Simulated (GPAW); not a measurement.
# Dielectric function and optical constants of Ni

Aim: the dielectric function of Ni, and the optical constants that follow from it.

Main program and level: GPAW 26.7.0; DFT, PBE, plane-wave PAW (GPAW data sets), scalar-relativistic, RPA, optical limit.

## Step 1: The starting structure

It takes space group Fm-3m (No. 225, cubic). The conventional cell has a = 3.524 Å, b = 3.524 Å, c = 3.524 Å, α = 90.00°, β = 90.00°, γ = 90.00°. Nearest to Ni lie 12 Ni at 2.49 Å.

## Step 2: Ground state

First the ground state: is it a metal or has it a gap?

This step: DFT, PBE, plane-wave PAW (GPAW data sets), scalar-relativistic, ground state (GPAW 26.7.0).

Contents of gs.py:

```python
from ase import Atoms
from ase.dft.bandgap import bandgap
from gpaw import GPAW, PW, FermiDirac

atoms = Atoms(['Ni'],
              cell=[[0.000000000000, 1.761935000000, 1.761935000000],
                    [1.761935000000, 0.000000000000, 1.761935000000],
                    [1.761935000000, 1.761935000000, 0.000000000000]],
              scaled_positions=[[0.000000000000, 0.000000000000, 0.000000000000]],
              pbc=[True, True, True])
atoms.set_initial_magnetic_moments([1.0])
atoms.calc = GPAW(mode=PW(500), xc='PBE', kpts={'size': (11, 11, 11), 'gamma': True},
                  occupations=FermiDirac(0.05), maxiter=150, txt='gs.txt')
print('energy (eV)', atoms.get_potential_energy())
print('Fermi level (eV)', atoms.calc.get_fermi_level())
print('valence electrons', atoms.calc.get_number_of_electrons())
print('gap (eV)', bandgap(atoms.calc, output=None)[0])
print('direct gap (eV)', bandgap(atoms.calc, direct=True, output=None)[0])
print('moments', atoms.get_magnetic_moments().round(3).tolist())
atoms.calc.write('gs.gpw')
```

Started as:

```bash
OMP_NUM_THREADS=1 python gs.py
```

Numbers of over 12 decimals in the logs are rounded to 6 here.

The log of the run:

```text
__  _  _
 | _ |_)|_||  |
 |__||  | ||/\| - 26.7.0

Versions:
  Python: 3.12.14
  ASE:    3.29.0
  Numpy:  2.5.5
  Scipy:  1.18.1
  Libxc:  7.0.0

Input parameters:
  mode=PW(ecut=500.0),
  kpts=MonkhorstPack(size=(11, 11, 11), gamma=True),
  maxiter=150,
  occupations=Occupations(name='fermi-dirac', width=0.05, fixmagmom=False),
  xc=XC(name='PBE')

Diagonalizing LCAO Hamiltonian
Converting LCAO to pw mode

       Ni

Atoms  # Å, Bohr magnetons
|   | symbol |        x |        y |        z |    initial magnetic moments |
| 0 |     Ni | 0.000000 | 0.000000 | 0.000000 | ( 0.0000,  0.0000,  1.0000) |

Unit cell  # Å
| periodic |        x |        y |        z |  lengths |    angles |
|      yes | 0.000000 | 1.761935 | 1.761935 | 2.491752 | 60.000000 |
|      yes | 1.761935 | 0.000000 | 1.761935 | 2.491752 | 60.000000 |
|      yes | 1.761935 | 1.761935 | 0.000000 | 2.491752 | 60.000000 |

Number of symmetries: 48
Symmetry operations  # r_c * U_cc + t_c -> r_c
|    | kind |            matrix            |
|  0 |  σ   |  1, 0, 0,  1, 0,-1,  1,-1, 0 |
|  1 |  C2  |  1, 0, 0,  1,-1, 0,  1, 0,-1 |
|  2 |  E   |  1, 0, 0,  0, 1, 0,  0, 0, 1 |
|  3 |  σ   |  1, 0, 0,  0, 0, 1,  0, 1, 0 |
|  4 |  C4  |  1, 0,-1,  1, 0, 0,  1,-1, 0 |
|  5 |  S6  |  1, 0,-1,  1,-1, 0,  1, 0, 0 |
|  6 |  σ   |  1, 0,-1,  0, 1,-1,  0, 0,-1 |
|  7 |  C3  |  1, 0,-1,  0, 0,-1,  0, 1,-1 |
|  8 |  S6  |  1,-1, 0,  1, 0, 0,  1, 0,-1 |
|  9 |  C4  |  1,-1, 0,  1, 0,-1,  1, 0, 0 |
| 10 |  C3  |  1,-1, 0,  0,-1, 1,  0,-1, 0 |
| 11 |  σ   |  1,-1, 0,  0,-1, 0,  0,-1, 1 |
| 12 |  σ   |  0, 1, 0,  1, 0, 0,  0, 0, 1 |
| 13 |  C4  |  0, 1, 0,  0, 1,-1, -1, 1, 0 |
| 14 |  C3  |  0, 1, 0,  0, 0, 1,  1, 0, 0 |
| 15 |  S6  |  0, 1, 0, -1, 1, 0,  0, 1,-1 |
| 16 |  C2  |  0, 1,-1,  1, 0,-1,  0, 0,-1 |
| 17 |  σ   |  0, 1,-1,  0, 1, 0, -1, 1, 0 |
| 18 |  S4  |  0, 1,-1,  0, 0,-1,  1, 0,-1 |
| 19 |  C4  |  0, 1,-1, -1, 1, 0,  0, 1, 0 |
| 20 |  C3  |  0, 0, 1,  1, 0, 0,  0, 1, 0 |
| 21 |  σ   |  0, 0, 1,  0, 1, 0,  1, 0, 0 |
| 22 |  S6  |  0, 0, 1,  0,-1, 1, -1, 0, 1 |
| 23 |  C4  |  0, 0, 1, -1, 0, 1,  0,-1, 1 |
| 24 |  S4  |  0, 0,-1,  1, 0,-1,  0, 1,-1 |
| 25 |  C3  |  0, 0,-1,  0, 1,-1,  1, 0,-1 |
| 26 |  C2  |  0, 0,-1,  0,-1, 0, -1, 0, 0 |
| 27 |  S6  |  0, 0,-1, -1, 0, 0,  0,-1, 0 |
| 28 |  S4  |  0,-1, 1,  1,-1, 0,  0,-1, 0 |
| 29 |  C4  |  0,-1, 1,  0, 0, 1, -1, 0, 1 |
| 30 |  C2  |  0,-1, 1,  0,-1, 0,  1,-1, 0 |
| 31 |  σ   |  0,-1, 1, -1, 0, 1,  0, 0, 1 |
| 32 |  C3  |  0,-1, 0,  1,-1, 0,  0,-1, 1 |
| 33 |  S6  |  0,-1, 0,  0, 0,-1, -1, 0, 0 |
| 34 |  S4  |  0,-1, 0,  0,-1, 1,  1,-1, 0 |
| 35 |  C2  |  0,-1, 0, -1, 0, 0,  0, 0,-1 |
| 36 |  C2  | -1, 1, 0,  0, 1, 0,  0, 1,-1 |
| 37 |  S6  | -1, 1, 0,  0, 1,-1,  0, 1, 0 |
| 38 |  S4  | -1, 1, 0, -1, 0, 1, -1, 0, 0 |
| 39 |  C3  | -1, 1, 0, -1, 0, 0, -1, 0, 1 |
| 40 |  S6  | -1, 0, 1,  0, 0, 1,  0,-1, 1 |
| 41 |  C2  | -1, 0, 1,  0,-1, 1,  0, 0, 1 |
| 42 |  C3  | -1, 0, 1, -1, 1, 0, -1, 0, 0 |
| 43 |  S4  | -1, 0, 1, -1, 0, 0, -1, 1, 0 |
| 44 |  C2  | -1, 0, 0,  0, 0,-1,  0,-1, 0 |
| 45 |  i   | -1, 0, 0,  0,-1, 0,  0, 0,-1 |
| 46 |  σ   | -1, 0, 0, -1, 1, 0, -1, 0, 1 |
| 47 |  C2  | -1, 0, 0, -1, 0, 1, -1, 1, 0 |

BZ-sampling:
  Number of BZ points: 1331
  Number of IBZ points: 56

  Monkhorst-Pack size: [11, 11, 11]
  Monkhorst-Pack shift: [0, 0, 0]

K-points  # in reciprocal-cell coordinates
|     |                                coordinates |     weight |
|   0 | (  0.00000000,   0.00000000,   0.00000000) | 0.00075131 |
|   1 | (  0.09090909,   0.09090909,   0.00000000) | 0.00450789 |
|   2 | (  0.09090909,   0.09090909,   0.09090909) | 0.00601052 |
|   3 | (  0.18181818,   0.09090909,   0.09090909) | 0.00901578 |
|   4 | (  0.18181818,   0.18181818,   0.00000000) | 0.00450789 |
|   5 | (  0.18181818,   0.18181818,   0.09090909) | 0.01803156 |
|   6 | (  0.18181818,   0.18181818,   0.18181818) | 0.00601052 |
|   7 | (  0.27272727,   0.18181818,   0.09090909) | 0.01803156 |
|   8 | (  0.27272727,   0.18181818,   0.18181818) | 0.01803156 |
|   9 | (  0.27272727,   0.27272727,   0.00000000) | 0.00450789 |
| ... |                                            |            |
|  55 | (  0.45454545,   0.45454545,   0.45454545) | 0.00601052 |

Plane wave coefficients: 291
Cutoff: 500.0 eV

Spin-components: 2 (collinear spins)
Bands:           12
Projectors:      6
Spin-degeneracy: 1
Datatype:        complex128

Parallelization:
  kpt:    1
  domain: 1
  band:   1

Density:
  Valence electrons: 16.0
  Components: 2
  Grid points: [14 14 14]
  Charge: 0.0  # |e|

Potential:
  Grid points: [14 14 14]

species:
  Ni:
    name:    Nickel
    id:
    Z:       28.0
    valence: 16
    core:    12
    charge:  0.0  # [|e|]
    compensation charges:
      type: gauss
      rc: 0.36  # [Å]
      lmax: 2
    cutoffs:
      filter: 2.14  # [Å]
      core: 1.98  # [Å]
    projectors
    | kind |    occ | energy [eV] | rcut [Å] |
    |   4s |  2.000 |      -5.642 |    1.164 |
    |   3p |  6.000 |     -71.394 |    1.207 |
    |   4p |  0.000 |      -1.226 |    1.207 |
    |   3d |  8.000 |      -8.875 |    1.138 |
    |    s |        |      21.570 |    1.164 |
    |    d |        |      18.337 |    1.138 |

    Using partial waves for Ni as LCAO basis

Reference energy: -41367.998447  # eV

eigensolver:
  PPCG
  Converge bands: occupied
  niter=2

density mixing:
  MSR1-Mixer
  Pratt-step length: 0.05
  Maximum mixing coefficient: 0.75
  Old densities: 10
  SVD Regularization: 0.005
  Good broyden scale: 1.0
  Trust region scale: 1.0
  Backstep threshold: 4.0
  History deletion threshold: 6.0
  Fourier metric: weight=20.0, sigma=0.015

occupation numbers:
  Fermi-Dirac:
    width: 0.0500  # eV

poisson solver:
  ecut: 4000.0  # eV

xc functional:
  name: PBE with 2 nearest neighbor stencil

convergence criteria:
- Maximum [total energy] change in last 3 cyles: 0.0005 eV / valence electron
- Maximum integral of absolute [dens]ity change: 0.0001 electrons / valence electron
- Maximum integral of absolute [eigenst]ate change: 4e-08 eV^2 / valence electron
maximum number of iterations: 150

SCF iterations
|iter     |      energy | eigst |  dens |  magmom |
|iter:   1||   -7.165738 | +0.28 |       |  +1.0009|
|iter:   2||   -7.173685 | -2.33 | -1.44 |  +0.9837|
|iter:   3||   -7.268765 | -2.60 | -1.47 |  +0.7725|
|iter:   4||   -7.288822 | -2.67 | -1.72 |  +0.5647|
|iter:   5||   -7.283222 | -3.63 | -2.06 |  +0.5933|
|iter:   6||   -7.283339c| -5.74 | -2.98 |  +0.5869|
|iter:   7||   -7.283406c| -5.57 | -3.22 |  +0.5834|
|iter:   8||   -7.283407c| -7.57c| -3.90 |  +0.5836|
|iter:   9||   -7.283407c| -7.73c| -4.17c|  +0.5841|

Converged in 9 steps
SCF loop duration: 9.057 s (1.006 s/step)
Energy contributions relative to reference atoms: (reference = -41367.998447)

Energy contributions:
  Kinetic:           6.187976
  Coulomb:          -4.418117
  Zero:              0.092507
  External:          0.000000
  Xc:               -9.138876
  Entropy:          -0.013794
  Spinorbit:         0.000000
  ----------------------------
  Free energy:      -7.290304
  Extrapolated:     -7.283407

dipole moment: (-7.216084, -7.216084, -7.216084)  # |e|*Ang

Total magnetic moment: (0.000000, 0.000000, 0.584089)

Local magnetic moments
|        x |        y |        z |
| 0.000000 | 0.000000 | 0.624294 |  # Ni   0

Fermi level: 8.496
Eigenvalues  # (at kpt = [0.000, 0.000, 0.000])
| band index |      eig [eV] | occ [0-1] |      eig [eV] | occ [0-1] |
|          0 |       -55.446 |     1.000 |       -54.671 |     1.000 |
|          1 |       -55.446 |     1.000 |       -54.671 |     1.000 |
|          2 |       -55.446 |     1.000 |       -54.671 |     1.000 |
|          3 |        -0.662 |     1.000 |        -0.713 |     1.000 |
|          4 |         6.045 |     1.000 |         6.763 |     1.000 |
|          5 |         6.045 |     1.000 |         6.763 |     1.000 |
|          6 |         6.045 |     1.000 |         6.763 |     1.000 |
|          7 |         7.236 |     1.000 |         7.798 |     1.000 |
|          8 |         7.236 |     1.000 |         7.798 |     1.000 |
|          9 |        35.696 |     0.000 |        35.668 |     0.000 |
|         10 |        35.696 |     0.000 |        35.668 |     0.000 |
|         11 |        35.696 |     0.000 |        35.668 |     0.000 |

No gap
No difference between direct/indirect transitions

--- standard output ---
energy (eV) -7.283407
Fermi level (eV) 8.496118
valence electrons 16.0
gap (eV) 0.0
direct gap (eV) 0.0
moments [0.624]
```

It took 12 s on 1 thread of Arm Neoverse V1, shared host; peak memory 0.13 GiB.

Read-outs, printed or worked out from the files:

- energy: -7.283 eV
- Fermi energy: 8.496 eV
- electrons: 16
- site moments: 0.624 μB

There are states at the Fermi level within the smearing, so the occupations stay smeared and the carriers get a Drude term.

## Step 3: Bands for the response

At the fixed density, many empty bands are solved on the mesh of the response, since the spectrum sums over them.

This step: DFT, PBE, plane-wave PAW (GPAW data sets), scalar-relativistic, bands at fixed density (GPAW 26.7.0).

Contents of nscf.py:

```python
from ase.dft.bandgap import bandgap
from gpaw import GPAW, FermiDirac

calc = GPAW('gs.gpw').fixed_density(kpts={'size': (24, 24, 24), 'gamma': True}, nbands=23, convergence={'bands': 17},
                                    occupations=FermiDirac(0.05), txt='nscf.txt')
print('gap (eV)', bandgap(calc, output=None)[0])
print('direct gap (eV)', bandgap(calc, direct=True, output=None)[0])
print('top band over the Fermi level (eV)', min(calc.get_eigenvalues(kpt=k)[16] for k in range(len(calc.get_ibz_k_points()))) - calc.get_fermi_level())
calc.write('full.gpw', mode='all')
```

Started as:

```bash
OMP_NUM_THREADS=1 python nscf.py
```

The log of the run:

```text
Diagonalizing LCAO Hamiltonian
Converting LCAO to pw mode
convergence criteria:
- Maximum integral of absolute [eigenst]ate change: 4e-08 eV^2 / valence electron
maximum number of iterations: 150

SCF iterations
|iter     |      energy | eigst |  dens |  magmom |
|iter:   1||             | +2.39 |       |  +0.5841|
|iter:   2||             | +0.26 |       |  +0.5841|
|iter:   3||             | -1.39 |       |  +0.5841|
|iter:   4||             | -3.93 |       |  +0.5841|
|iter:   5||             | -5.54 |       |  +0.5841|
|iter:   6||             | -7.14 |       |  +0.5841|
|iter:   7||             | -8.30c|       |  +0.5841|
SCF steps: 7
  __  _  _
 | _ |_)|_||  |
 |__||  | ||/\| - 26.7.0

Versions:
  Python: 3.12.14
  ASE:    3.29.0
  Numpy:  2.5.5
  Scipy:  1.18.1
  Libxc:  7.0.0

Input parameters:
  mode=PW(ecut=500.0),
  convergence={'bands': 17},
  gpts=array([14, 14, 14]),
  kpts=MonkhorstPack(size=(24, 24, 24), gamma=True),
  maxiter=150,
  nbands=23,
  occupations=Occupations(name='fermi-dirac', width=0.05, fixmagmom=False),
  parallel={},
  xc=XC(name='PBE')

--- standard output ---
gap (eV) 0.0
direct gap (eV) 0.0
top band over the Fermi level (eV) 33.186561
```

It took 86 s on 1 thread; peak memory 0.25 GiB.

[end of part 1 of 2]

[Machine, clock and banner lines and Python warnings are left out of the logs.]

[Logs are printed without paths, hosts, clocks, repeated set-up lines and the standing remarks that a program may print on its own settings, such as how far it seeks lower states.]

[Hosts, paths, dates, database ids (printed as entryN), source tags and the programs' standing remarks are cut or masked in the printed files.]
